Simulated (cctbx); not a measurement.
# Reading a Patterson map

Space group P-1 (no. 2), a = 6.8650 Å, b = 8.8300 Å, c = 9.0460 Å, α = 76.76°, β = 80.37°, γ = 68.31°, content Sn8 O18 N4.

Simulated single-crystal data (cctbx): Ga Kα, λ = 1.3414 Å, to d = 0.83 Å, 70 % of the full sphere, strongest reflection 40000 counts, noise from counting, a 2 % proportional error and a noise floor of 2 counts (s.d.); no absorption, some extinction.

Patterson synthesis, origin scaled to 1000:

```text
Patterson group P -1
      u       v       w   height  length (A)
  0.000   0.000   0.000   1000.0     0.00
  0.500   0.000   0.000    324.3     3.43
  0.021   0.734   0.723    250.1     3.76
  0.242   0.297   0.544    241.0     4.76
  0.257   0.472   0.175    238.6     5.70
  0.234   0.735   0.454    237.5     4.47
  0.134   0.316   0.722    234.1     3.59
  0.115   0.161   0.454    232.4     4.91
  0.097   0.422   0.731    230.6     4.17
  0.500   0.229   0.280    228.8     4.07
  0.340   0.724   0.274    226.5     3.53
  0.359   0.459  -0.002    225.6     5.46
  0.408   0.805   0.548    217.9     4.83
  0.247   0.528   0.824    157.8     4.44
```

**Question.** Which atom pairs make the peaks, and where is the heaviest atom?

A peak at u stands for all pairs with xi − xj = u, with weight Σ ZiZj against Σ Z² = 21348 at the origin. Peak heights follow these weights only roughly, since form factors, motion and series ripples differ, all vectors within 0.55 Å of a peak are counted as merged into it though the farther ones add only part of their weight, and F(000) is left out, which lowers the whole map:

| u | v | w | shortest length (Å) | height | 1000 ΣZiZj/ΣZ² | pairs in the cell |
| --- | --- | --- | --- | --- | --- | --- |
| 0.500 | 0.000 | 0.000 | 3.43 | 324 | 468 | 4 × Sn–Sn |
| 0.021 | 0.734 | 0.723 | 3.76 | 250 | 272 | 2 × Sn–Sn, 2 × Sn–O |
| 0.242 | 0.297 | 0.544 | 4.76 | 241 | 278 | 2 × Sn–Sn, 2 × Sn–O, 2 × O–O |
| 0.257 | 0.472 | 0.175 | 4.34 | 239 | 234 | 2 × Sn–Sn |
| 0.234 | 0.735 | 0.454 | 4.47 | 238 | 240 | 2 × Sn–Sn, 2 × O–O |
| 0.134 | 0.316 | 0.722 | 3.59 | 234 | 234 | 2 × Sn–Sn |
| 0.115 | 0.161 | 0.454 | 4.83 | 232 | 234 | 2 × Sn–Sn |
| 0.097 | 0.422 | 0.731 | 4.17 | 231 | 272 | 2 × Sn–Sn, 2 × Sn–O |
| 0.500 | 0.229 | 0.280 | 4.07 | 229 | 234 | 2 × Sn–Sn |
| 0.340 | 0.724 | 0.274 | 3.53 | 226 | 272 | 2 × Sn–Sn, 2 × Sn–O |

The table stops at ten peaks or at a height of 45, below which ripples compete. In the model behind the data Sn, the heaviest element, has 4 independent sites: (0.6364, 0.2447, 0.9118), (0.1104, 0.2804, 0.9108), (0.7723, 0.5594, 0.6354) and (0.1326, 0.0183, 0.6320), up to an allowed shift of origin; the Sn–Sn vectors are differences of these positions and their symmetry mates. The whole model:

| atom | mult. | x | y | z | Ueq (Å²) |
| --- | --- | --- | --- | --- | --- |
| Sn1 | 2 | 0.6364 | 0.2447 | 0.9118 | 0.0165 |
| Sn2 | 2 | 0.1104 | 0.2804 | 0.9108 | 0.0156 |
| Sn3 | 2 | 0.7723 | 0.5594 | 0.6354 | 0.0150 |
| Sn4 | 2 | 0.1326 | 0.0183 | 0.6320 | 0.0151 |
| O1 | 2 | 0.1733 | 0.6710 | 0.9098 | 0.0247 |
| O2 | 2 | 0.6690 | 0.7177 | 0.8074 | 0.0304 |
| O3 | 2 | 0.7214 | 0.9820 | 0.8131 | 0.0328 |
| O4 | 2 | 0.1057 | 0.5228 | 0.7479 | 0.0333 |
| O5 | 2 | 0.2371 | 0.7520 | 0.6226 | 0.0295 |
| O6 | 2 | 0.3775 | 0.9937 | 0.7616 | 0.0295 |
| O7 | 2 | 0.6891 | 0.9042 | 0.5664 | 0.0264 |
| O8 | 2 | 0.4720 | 0.4896 | 0.7647 | 0.0260 |
| O9 | 2 | 0.8916 | 0.3117 | 0.7773 | 0.0271 |
| N1 | 2 | 0.6101 | 0.9036 | 0.7422 | 0.0339 |
| N2 | 2 | 0.2510 | 0.6175 | 0.7644 | 0.0276 |

This is a model crystal, built by substitution and not relaxed, with assumed displacement parameters.

[Logs are printed without paths, hosts, clocks, repeated set-up lines and the standing remarks that a program may print on its own settings, such as how far it seeks lower states.]
